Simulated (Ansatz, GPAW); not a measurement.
## STM contrast on 1T-SrClI bilayer, AA

What would a tunnelling microscope show on 1T-SrClI bilayer, AA?

Program: GPAW 26.7.0 and Ansatz 0.2.0. Level of theory: Ansatz plane waves; layer without images along its normal, relaxation of atoms and in-plane cell, with D3(BJ) dispersion; PAW set soft_1, in the first sound run; inputs show where later runs differ. Results are calculated unless marked as measured.

### Step 1. The structure

The cell holds 6 atoms: 2 I, 2 Sr and 2 Cl. Cell: a = 4.265 Å, b = 4.265 Å, c = 24.515 Å, α = 90.0°, β = 90.0°, γ = 120.0°. Regions: layer 1: 1T-SrClI, 3 atoms (1 I, 1 Sr and 1 Cl); layer 2: 1T-SrClI, 3 atoms (1 I, 1 Sr and 1 Cl). Vacuum lies along c.

### Step 2. Relaxing the atoms

The atoms are relaxed first, since the surface dipole, and with it the work function, follows the positions of the outer layers.

Contents of input.yaml:

```yaml
crystal:
  lattice:
    - [4.265215, 0.0, 0.0]
    - [-2.1326075, 3.6937845426, 0.0]
    - [0.0, 0.0, 24.5149562047]
  atoms:
    - { symbol: I, position: [0.6666666667, 0.3333333333, 0.2855399757] }
    - { symbol: Sr, position: [0.0, 0.0, 0.3728363567] }
    - { symbol: Cl, position: [0.3333333333, 0.6666666667, 0.4347337199] }
    - { symbol: I, position: [0.6666666667, 0.3333333333, 0.5652662801] }
    - { symbol: Sr, position: [0.0, 0.0, 0.6525626612] }
    - { symbol: Cl, position: [0.3333333333, 0.6666666667, 0.7144600243] }
  periodic: [true, true, false]
kpoints:
  mp_grid: { grid: [9, 9, 1] }
hamiltonian:
  xc: pbe
  dispersion: d3bj
  pseudopotentials: { kind: paw, azcp: { folder: soft_1 } }
scf:
  occupations: { method: fermi_dirac, width: 0.05 }
relax:
  f_tol: 0.01
  max_steps: 90
  cell: {}
```

Launch:

```console
$ ansatz run input.yaml --threads 4 --pin off --max-ram 8192MiB --backend cpu --events-out ev --progress --plain --runs-dir out
```

Numbers of over 12 decimals in the logs are rounded to 6 here.

Output:

```text
Warning: crystal.periodic: the lattice vector that does not repeat stood 0.000° off the slab's normal, 24.515 Å along it as the deck builds it. The run solves the slab on a vector along the normal, 44.830 Å long, with every atom where it was (on the deck's vector they left 14.00 Å outside them, and the widest stretch free of ions among them is 3.20 Å). A fractional position that the run reports is one of the run's ce [...]
crystal.periodic: the lattice vector that does not repeat stood 0.000° off the slab's normal, 24.515 Å along it as the deck builds it. The run solves the slab on a vector along the normal, 44.830 Å long, with every atom where it was (on the deck's vector they left 14.00 Å outside them, and the widest stretch free of ions among them is 3.20 Å). A fractional position that the run reports is one of the run's cell, which [...]
Engine: ansatz 0.2.0, x86_64-unknown-linux-gnu
Pseudopotentials: kind: paw
Pseudopotential: I, paw, valence charge 17, recommended cutoff 420 eV (normal), soft_1/I.paw.azcp
Pseudopotential: Sr, paw, valence charge 10, recommended cutoff 420 eV (normal), soft_1/Sr.paw.azcp
Pseudopotential: Cl, paw, valence charge 7, recommended cutoff 420 eV (normal), soft_1/Cl.paw.azcp
Functional definition: PBE
  parameter kappa = 0.804
  parameter beta = 0.066725
  exchange = pbe_x(kappa = kappa, mu = beta*pi^2/3)
  correlation = pbe_c(beta = beta)
Crystal: 6 atoms, lattice volume = 706.286 Å³
Basis set: ecut = 420 eV, 13751 PW (Γ), exchange–correlation on 60×60×600 points (8 copies of the dense FFT grid, shifted against one another)
Bands: 41, of which v1, the nominal top of the filled ones, is band 34 counted from 1 (33 counted from 0)
Symmetry: 6 space group operations
Space group: P3m1 (ITA 156), of the structure as read, at distance tolerance 8.9e-5 Å
k-points: 12 of 81 (time reversal used)
Non-local potential: I, projectors of the file, l = 0: 2, l = 1: 2, l = 2: 2, l = 3: 1
Non-local potential: Sr, projectors of the file, l = 0: 3, l = 1: 2, l = 2: 2
Non-local potential: Cl, projectors of the file, l = 0: 2, l = 1: 2, l = 2: 1
PAW form: soft (Blöchl's): semilocal exchange-correlation on the pseudo side does not see the compensation charge
PAW one-centre angular grid: I, 590 points (default); XC on 64 Gauss nodes
PAW one-centre angular grid: Sr, 110 points (default); XC on 64 Gauss nodes
PAW one-centre angular grid: Cl, 110 points (default); XC on 64 Gauss nodes
Initial density: superposition of atomic densities (neutral atoms: chi_scale 0, normalization atom)
Initial wavefunctions: pseudopotential atomic-orbital guess
Functional: x = pbe(κ = 0.804, μ = 0.219515), c = pbe(β = 0.066725)
iter 1 solved again at ethr=2.73e-3 eV; its pass at ethr=3.10e-3 eV (dr2=1.85e0 eV) is discarded
SCF iter   1: F=—  HF=-24287.226121 eV  |F-HF|=—  |Δ(HF+E_count)|=         —  Δρ=1.15e-2  dr2=1.84e0  ethr=2.73e-3  ⟨swp⟩=1.2  Hψ=5264  notcnv=0
preconditioner: auto → Resta (q_TF=auto, 1.847 Å⁻¹)  ε∞=1.5  [insulator: Δε(μ)=3.645 eV  Ē_g=13.024 eV  σ=0.050 eV  W_gap=1.00  n_scr=92 (ndim 8)  ℏωp=9.3 eV  f_vac=0.682  D(μ)=0.00/eV (n_scr^D=0)  ε∞_Penn≈1.5  vacuum switching on, ρ_ref=1.2e-2 e/Å³]
SCF iter   2: F=—  HF=-24286.791909 eV  |F-HF|=—  |Δ(HF+E_count)|=   4.34e-1  Δρ=4.69e-3  dr2=1.91e-1  ethr=2.71e-3  ⟨swp⟩=5.3  Hψ=1086  notcnv=0  defer=5
SCF iter   3: F=—  HF=-24286.836978 eV  |F-HF|=—  |Δ(HF+E_count)|=   4.51e-2  Δρ=2.06e-3  dr2=6.01e-2  ethr=2.81e-4  ⟨swp⟩=6.1  Hψ=1135  notcnv=0  defer=24
SCF iter   4: F=—  HF=-24286.848190 eV  |F-HF|=—  |Δ(HF+E_count)|=   1.12e-2  Δρ=9.29e-4  dr2=2.83e-2  ethr=8.83e-5  ⟨swp⟩=6.4  Hψ=1291  notcnv=0  defer=24
SCF iter   5: F=—  HF=-24286.846776 eV  |F-HF|=—  |Δ(HF+E_count)|=   1.41e-3  Δρ=2.54e-4  dr2=7.13e-4  ethr=4.17e-5  ⟨swp⟩=3.6  Hψ=714  notcnv=0  defer=22
SCF iter   6: F=—  HF=-24286.846973 eV  |F-HF|=—  |Δ(HF+E_count)|=   1.98e-4  Δρ=1.20e-4  dr2=7.37e-5  ethr=1.05e-6  ⟨swp⟩=3.2  Hψ=990  notcnv=0  defer=21
SCF iter   7: F=—  HF=-24286.846631 eV  |F-HF|=—  |Δ(HF+E_count)|=   3.42e-4  Δρ=2.70e-5  dr2=1.45e-5  ethr=1.08e-7  ⟨swp⟩=3.2  Hψ=896  notcnv=0  defer=21
SCF iter   8: F=—  HF=-24286.846630 eV  |F-HF|=—  |Δ(HF+E_count)|=   1.29e-6  Δρ=1.29e-5  dr2=3.27e-6  ethr=2.13e-8  ⟨swp⟩=3.4  Hψ=966  notcnv=0  defer=21
SCF iter   9: F=—  HF=-24286.846629 eV  |F-HF|=—  |Δ(HF+E_count)|=   5.79e-7  Δρ=6.01e-6  dr2=2.45e-7  ethr=4.81e-9  ⟨swp⟩=3.5  Hψ=874  notcnv=0  defer=21
SCF iter  10: F=-24286.846629 eV  HF=-24286.846629 eV  |F-HF|=2.04e-8  |Δ(HF+E_count)|=   1.39e-7  Δρ=1.89e-6  dr2=5.85e-8  ethr=1.47e-10  ⟨swp⟩=7.9  Hψ=2402  notcnv=0
SCF 1 converged in 10 iterations: F = -24286.846629 eV  dr2 = 5.85e-8
  greatest PAW one-centre occupation: 0.999 electrons in one spin orbital (limit 2), on the I atom at site 3 (counted from 0), in its partial waves of l = 2
relax step   1: F+E_penalty+E_count = -24286.84662937 eV  Δ(F+E_penalty+E_count) = +0.000e0 eV  max|allowed force component| = 3.311e-1 eV/Å  Δτ_max = 0.0000 Å  P = +2.535 N/m  Ω = 706.286 Å³  fix = [c, alpha, beta]  reactions: c +0.000 N/m  (10 SCF iters, dr2 threshold 1.00e-7 eV, accepted)
Crystal: 6 atoms, lattice volume = 741.028 Å³
Basis set: ecut = 420 eV, 14591 PW (Γ), exchange–correlation on 60×60×600 points (8 copies of the dense FFT grid, shifted against one another)
Initial density: handed on by an earlier stage of this run
Initial wavefunctions: those handed on with the density
iter 1 solved again at ethr=1.03e-4 eV; its pass at ethr=3.10e-3 eV (dr2=6.99e-2 eV) is discarded
SCF iter   1: F=—  HF=-24287.028029 eV  |F-HF|=—  |Δ(HF+E_count)|=         —  Δρ=2.36e-3  dr2=7.04e-2  ethr=1.03e-4  ⟨swp⟩=4.2  Hψ=4304  notcnv=0  defer=1
preconditioner: auto → Resta (q_TF=auto, 1.832 Å⁻¹)  ε∞=1.7  [insulator: Δε(μ)=3.467 eV  Ē_g=8.336 eV  σ=0.050 eV  W_gap=1.00  n_scr=92 (ndim 8)  ℏωp=7.2 eV  f_vac=0.699  D(μ)=0.00/eV (n_scr^D=0)  ε∞_Penn≈1.7  vacuum switching on, ρ_ref=5.0e-3 e/Å³]
SCF iter   2: F=—  HF=-24287.016230 eV  |F-HF|=—  |Δ(HF+E_count)|=   1.18e-2  Δρ=1.06e-3  dr2=9.68e-3  ethr=1.03e-4  ⟨swp⟩=4.6  Hψ=877  notcnv=0  defer=1
SCF iter   3: F=—  HF=-24287.016359 eV  |F-HF|=—  |Δ(HF+E_count)|=   1.30e-4  Δρ=5.29e-4  dr2=2.43e-3  ethr=1.42e-5  ⟨swp⟩=2.9  Hψ=842  notcnv=0  defer=1
SCF iter   4: F=—  HF=-24287.016726 eV  |F-HF|=—  |Δ(HF+E_count)|=   3.66e-4  Δρ=1.32e-4  dr2=3.14e-4  ethr=3.58e-6  ⟨swp⟩=2.4  Hψ=844  notcnv=0  defer=2
SCF iter   5: F=—  HF=-24287.016261 eV  |F-HF|=—  |Δ(HF+E_count)|=   4.65e-4  Δρ=4.27e-5  dr2=1.70e-5  ethr=4.61e-7  ⟨swp⟩=3.0  Hψ=849  notcnv=0  defer=2
[...]
SCF iter   2: F=—  HF=-24287.091516 eV  |F-HF|=—  |Δ(HF+E_count)|=   1.76e-3  Δρ=1.17e-3  dr2=1.00e-2  ethr=7.74e-5  ⟨swp⟩=4.2  Hψ=817  notcnv=0  defer=2
SCF iter   3: F=—  HF=-24287.093372 eV  |F-HF|=—  |Δ(HF+E_count)|=   1.86e-3  Δρ=4.97e-4  dr2=3.51e-3  ethr=1.47e-5  ⟨swp⟩=2.9  Hψ=841  notcnv=0  defer=3
SCF iter   4: F=—  HF=-24287.093582 eV  |F-HF|=—  |Δ(HF+E_count)|=   2.10e-4  Δρ=1.01e-4  dr2=9.23e-5  ethr=5.16e-6  ⟨swp⟩=2.9  Hψ=901  notcnv=0  defer=3
SCF iter   5: F=—  HF=-24287.093173 eV  |F-HF|=—  |Δ(HF+E_count)|=   4.09e-4  Δρ=3.79e-5  dr2=9.70e-6  ethr=1.36e-7  ⟨swp⟩=2.9  Hψ=906  notcnv=0  defer=3
SCF iter   6: F=—  HF=-24287.093178 eV  |F-HF|=—  |Δ(HF+E_count)|=   4.96e-6  Δρ=8.89e-6  dr2=9.91e-7  ethr=1.43e-8  ⟨swp⟩=2.9  Hψ=842  notcnv=0  defer=3
SCF iter   7: F=-24287.093179 eV  HF=-24287.093179 eV  |F-HF|=2.01e-7  |Δ(HF+E_count)|=   6.65e-7  Δρ=3.51e-6  dr2=3.59e-7  ethr=8.82e-10  ⟨swp⟩=7.5  Hψ=2392  notcnv=0
SCF 3 converged in 7 iterations: F = -24287.093179 eV  dr2 = 3.59e-7
relax step   3: F+E_penalty+E_count = -24287.09317862 eV  Δ(F+E_penalty+E_count) = -7.691e-2 eV  max|allowed force component| = 1.038e-1 eV/Å  Δτ_max = 0.1995 Å  P = +0.640 N/m  Ω = 783.211 Å³  energy of the carried Pulay correction = -7.716e-4 eV  fix = [c, alpha, beta]  reactions: c +0.000 N/m  (7 SCF iters, dr2 threshold 6.00e-7 eV, accepted)
[...]
relax step   4: F+E_penalty+E_count = -24287.10233310 eV  Δ(F+E_penalty+E_count) = -9.154e-3 eV  max|allowed force component| = 8.758e-2 eV/Å  Δτ_max = 0.1280 Å  P = +0.207 N/m  Ω = 801.061 Å³  energy of the carried Pulay correction = -9.394e-4 eV  fix = [c, alpha, beta]  reactions: c +0.000 N/m  (7 SCF iters, dr2 threshold 6.00e-7 eV, accepted)
[...]
relax step   5: F+E_penalty+E_count = -24287.10445177 eV  Δ(F+E_penalty+E_count) = -2.119e-3 eV  max|allowed force component| = 5.068e-3 eV/Å  Δτ_max = 0.0247 Å  P = +0.033 N/m  Ω = 801.489 Å³  energy of the carried Pulay correction = -9.434e-4 eV  fix = [c, alpha, beta]  reactions: c +0.000 N/m  (5 SCF iters, dr2 threshold 4.79e-7 eV, accepted)
Basis set: ecut = 420 eV, 15719 PW (Γ), exchange–correlation on 64×64×600 points (8 copies of the dense FFT grid, shifted against one another)
Initial wavefunctions: pseudopotential atomic-orbital guess (no wavefunctions were taken with the density)
iter 1 solved again at ethr=6.24e-6 eV; its pass at ethr=3.10e-3 eV (dr2=4.24e-3 eV) is discarded
SCF iter   1: F=—  HF=-24287.087406 eV  |F-HF|=—  |Δ(HF+E_count)|=         —  Δρ=2.11e-4  dr2=1.17e-5  ethr=6.24e-6  ⟨swp⟩=5.2  Hψ=6265  notcnv=0
eigensolver tolerance schedule: the retry pair's looser diagonalisation over-reported the residual by 360.64 of it (diagonalisation noise at 2.67 of the residual, at the tolerance the schedule requests for it); recorded, not acted on — ethr = c·dr2/N_el stays at c = 1.0e-1
preconditioner: auto → Resta (q_TF=auto, 1.809 Å⁻¹)  ε∞=1.7  [insulator: Δε(μ)=3.626 eV  Ē_g=8.263 eV  σ=0.050 eV  W_gap=1.00  n_scr=102 (ndim 8)  ℏωp=6.9 eV  f_vac=0.712  D(μ)=0.00/eV (n_scr^D=0)  ε∞_Penn≈1.7  vacuum switching on, ρ_ref=5.0e-3 e/Å³]
SCF iter   2: F=—  HF=-24287.099816 eV  |F-HF|=—  |Δ(HF+E_count)|=   1.24e-2  Δρ=1.05e-4  dr2=2.82e-6  ethr=1.73e-8  ⟨swp⟩=4.4  Hψ=1302  notcnv=0
SCF iter   3: F=—  HF=-24287.104959 eV  |F-HF|=—  |Δ(HF+E_count)|=   5.14e-3  Δρ=2.49e-5  dr2=6.86e-7  ethr=4.15e-9  ⟨swp⟩=4.2  Hψ=1175  notcnv=0
SCF iter   4: F=—  HF=-24287.105347 eV  |F-HF|=—  |Δ(HF+E_count)|=   3.87e-4  Δρ=7.22e-6  dr2=9.31e-8  ethr=1.01e-9  ⟨swp⟩=3.0  Hψ=883  notcnv=0  defer=1
SCF iter   5: F=—  HF=-24287.105398 eV  |F-HF|=—  |Δ(HF+E_count)|=   5.15e-5  Δρ=1.61e-6  dr2=7.27e-9  ethr=1.37e-10  ⟨swp⟩=3.2  Hψ=946  notcnv=0  defer=1
SCF iter   6: F=—  HF=-24287.105403 eV  |F-HF|=—  |Δ(HF+E_count)|=   4.96e-6  Δρ=3.21e-7  dr2=9.14e-10  ethr=1.07e-11  ⟨swp⟩=3.2  Hψ=947  notcnv=0  defer=1
SCF iter   7: F=—  HF=-24287.105403 eV  |F-HF|=—  |Δ(HF+E_count)|=   2.47e-7  Δρ=8.76e-8  dr2=1.58e-10  ethr=1.34e-12  ⟨swp⟩=3.0  Hψ=859  notcnv=0  defer=1
SCF iter   8: F=—  HF=-24287.105403 eV  |F-HF|=—  |Δ(HF+E_count)|=   7.23e-9  Δρ=3.35e-8  dr2=3.02e-11  ethr=1.00e-12  ⟨swp⟩=2.2  Hψ=586  notcnv=0  defer=1
SCF iter   9: F=-24287.105403 eV  HF=-24287.105403 eV  |F-HF|=1.82e-9  |Δ(HF+E_count)|=  8.15e-10  Δρ=1.28e-8  dr2=1.14e-12  ethr=1.00e-12  ⟨swp⟩=10.2  Hψ=3084  notcnv=0
SCF 6 converged in 9 iterations: F = -24287.105403 eV  dr2 = 1.14e-12
relax step   6: F+E_penalty+E_count = -24287.10540350 eV  Δ(F+E_penalty+E_count) = -9.517e-4 eV  max|allowed force component| = 5.478e-3 eV/Å  Δτ_max = 0.0000 Å  P = +0.037 N/m  Ω = 801.489 Å³  fix = [c, alpha, beta]  reactions: c +0.000 N/m  stress off target by 3.67e-2 N/m on what of the cell is left free  SCF on the basis re-selected at this cell (its energy is not comparable with the rows above)  (9 SCF iters)
basis re-selected at this cell: Δ(F+E_penalty+E_count) = -9.517e-4 eV, ΔP = +0.003 N/m vs the last step (what re-selecting the basis moved, of the pressure what is left beyond the Pulay correction that the steps carried, after the strain that the cell walked since its last selection, with what the two solves' SCF thresholds leave and, on support functions, any second-order correction that the steps lacked; it is no measure of the basis error at this ecutwfc). The dense FFT grid was sized anew with the basis: this SCF ran on 32×32×300 points, the steps before it on 30×30×300, so part of this shift can come from that change (see relax.cell in the input reference). [rest of the remark cut]
SCF converged after 9 iterations
Free energy (F): -24287.105403 eV
Harris-Foulkes:  -24287.105403 eV  (|F-HF|=1.82e-9)
Internal energy: -24287.105403 eV  (E = F + TS)
E sigma→0 (E₀):  -24287.105403 eV
Fermi energy:    -4.407421 eV
--- Per-component energies (eV) ---
  E_band       = -1763.760245
  E_kinetic    = 1090.705521
  E_local      = -176297.140606  (includes V_loc(G=0)·N_el)
  E_nonlocal   = 760.921291
  E_hartree    = 87100.886807
  E_xc         = -783.272167
  E_vxc        = -768.587463  (∫ρ·V_xc dr)
  E_paw        = -16268.361801  (= ΣΔE_a)
  E_vpaw       = -751.427664  (= ΣTr[D̂ρ^β])
  E_aug_tail   = -0.004776  (compensation charges beyond the density's cutoff)
  E_ewald      = 80110.338731
  E_disp       = -1.178404  (pairwise vdW)
  E_smearing   = -0.000000  (= −TS)
  E_closure    = 0.000000  (closes the sum)
  Σ components = -24287.105403   (vs F -24287.105403, Δ=0.00e0)
--- Forces (eV/Å), atoms counted from 1 ---
  atom   1  I      0.00000000     0.00000000     0.00146148
  atom   2  Sr    -0.00000000    -0.00000000    -0.00306040
  atom   3  Cl    -0.00000000    -0.00000000     0.00198792
  atom   4  I      0.00000000     0.00000000     0.00090534
  atom   5  Sr    -0.00000000    -0.00000000    -0.00547846
  atom   6  Cl    -0.00000000    -0.00000000     0.00418401
  max |Σ_I F_I| component: 1.09e-7 eV/Å
--- 2D stress c σ (N/m, compression-positive) ---
        0.036689       0.000000       0.000000
       -0.000000       0.036689      -0.000000
        0.000000      -0.000000       0.000000
  P = ½ c Tr σ = 0.0367 N/m
--- Relaxed structure (5 steps of the walk, 5 accepted, 1 SCFs on fresh bases) ---
  F+E_penalty+E_count = -24287.10540350 eV   max|allowed force component| = 5.478e-3 eV/Å   (the final SCF, on the basis selected at the relaxed cell)
  cell:  # Å, volume = 801.4886 Å³
    - [4.543593, 0.0, 0]
    - [-2.271796, 3.934867, 0]
    - [0, 0, 44.829912]
  atoms:
    - { symbol: I, position: [0.666667, 0.333333, 0.167326] }
    - { symbol: Sr, position: [0, 0, 0.210426] }
    - { symbol: Cl, position: [0.333333, 0.666667, 0.239273] }
    - { symbol: I, position: [0.666667, 0.333333, 0.307379] }
    - { symbol: Sr, position: [0, 0, 0.350396] }
    - { symbol: Cl, position: [0.333333, 0.666667, 0.379621] }
```

Elapsed: 46 s, on 4 threads of Intel Xeon Platinum 8488C (Sapphire Rapids), shared host; peak memory 1.4 GiB; 2.4 min of CPU time.

The steps of the relaxation:

```csv
step,energy less that of the first step (eV),largest force component (eV/Å),volume (Å³)
1,0.0000,0.3311,706.29
2,-0.1696,0.0444,741.03
3,-0.2465,0.1038,783.21
4,-0.2557,0.0876,801.06
5,-0.2578,0.0051,801.49
6*,-0.2588,0.0055,801.49
```

Relaxation steps marked * repeat the geometry before them on a plane-wave basis chosen anew for their cell, so energy and pressure can jump there.

Forces are held to the 6 operations that the run works with; a distortion that breaks them can't arise in this run.

```
cell as run  before  after  change
      a (Å)   4.265  4.544  +6.5 %
      b (Å)   4.265  4.544  +6.5 %
```

The atoms that moved most (Å, along periodic axes as changes of fractional coordinates times the final cell, across vacuum about the mean position):

```csv
atom,dx,dy,dz,length
I1,0.000,0.000,0.501,0.501
Cl6,0.000,0.000,-0.497,0.497
Sr2,0.000,0.000,0.293,0.293
Sr5,0.000,0.000,-0.289,0.289
I4,0.000,0.000,-0.078,0.078
Cl3,0.000,0.000,0.069,0.069
```

Final coordinates:

```xyz
6
Lattice="4.5436 0.0000 0.0000 -2.2718 3.9349 0.0000 0.0000 0.0000 44.8299" Properties=species:S:1:pos:R:3
I     2.2718    1.3116    7.5012
Sr    0.0000    0.0000    9.4334
Cl    0.0000    2.6232   10.7266
I     2.2718    1.3116   13.7798
Sr    0.0000    0.0000   15.7082
Cl    0.0000    2.6232   17.0184
```

Numbers from this step:

```
free energy         : -24287.1054 eV
gap by band count   : 3.629 eV
symmetry operations : 6
```

The relaxation lowered the energy of the cell by 0.259 eV.

(Part 1 of 3 ends here.)

[Logs are printed without paths, hosts, clocks, repeated set-up lines and the standing remarks that a program may print on its own settings, such as how far it seeks lower states.]

[Hosts, paths, dates, database ids (printed as entryN), source tags and the programs' standing remarks are cut or masked in the printed files.]
